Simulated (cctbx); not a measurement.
## What resolution and counting buy: GdCrSi

Space group P6_3/mmc (no. 194), a = 4.0560 Å, b = 4.0560 Å, c = 15.9170 Å, α = 90.00°, β = 90.00°, γ = 120.00°.

| atom | mult. | x | y | z | Ueq (Å²) |
| --- | --- | --- | --- | --- | --- |
| Gd1 | 2 | 0 | 0 | 1/2 | 0.0048 |
| Gd2 | 2 | 0 | 0 | 3/4 | 0.0056 |
| Cr1 | 4 | 2/3 | 1/3 | 0.8429 | 0.0088 |
| Si1 | 4 | 2/3 | 1/3 | 0.1123 | 0.0085 |

The model was made for the exercise: a known structure type with other elements put in, its volume estimated, not relaxed; displacement parameters are assumed.

Five simulated data sets (cctbx; Mo Kα, λ = 0.71073 Å; 6 % proportional error) differ in resolution or exposure (noise floor 4 counts in the first three, 8 in the last two). Each is refined with the right model, isotropic at 1.1 Å and anisotropic otherwise. How do the figures of merit and the uncertainties move?

```
d min (Å)  top counts  ⟨I/σ⟩ (unmerged, absences included)  unique  param. (scale apart)   Rint      R1  GooF  largest s.u. xyz (fractional)  s.u. U of Si1 (Å²)  largest error (Å)
      1.1       20000                                  9.1      53                     6  0.045  0.0141  0.74                        0.00014              0.0008             0.0040
     0.84       20000                                  8.1     104                    10  0.050  0.0132  0.93                        0.00012              0.0006             0.0002
      0.6       20000                                  7.2     250                    10  0.050  0.0157  0.95                        0.00007              0.0003             0.0002
     0.75         300                                  1.3     141                    10  0.319  0.0542  0.93                        0.00229              0.0072             0.0275
     0.75        3000                                  4.1     141                    10  0.082  0.0235  0.92                        0.00035              0.0013             0.0088
```

The number of reflections grows roughly as 1/d³: 53, 104 and 250 here. R1 follows the noise rather than the truth: at 300 counts it is 0.0542, at 3000 counts 0.0235, while GooF is 0.93 and 0.92: the weights 1/σ² carry the noise. The s.u. of U (U11 where anisotropic) for Si1 goes 0.0008, 0.0006, 0.0003 Å² with resolution and 0.0072, 0.0013 Å² with exposure.

Hardware for the 0.6 Å refinement: 0.37 s on 1 thread of Arm Neoverse V2, with other jobs on the host, peak memory 0.09 GiB.

[Logs are printed without paths, hosts, clocks, repeated set-up lines and the standing remarks that a program may print on its own settings, such as how far it seeks lower states.]
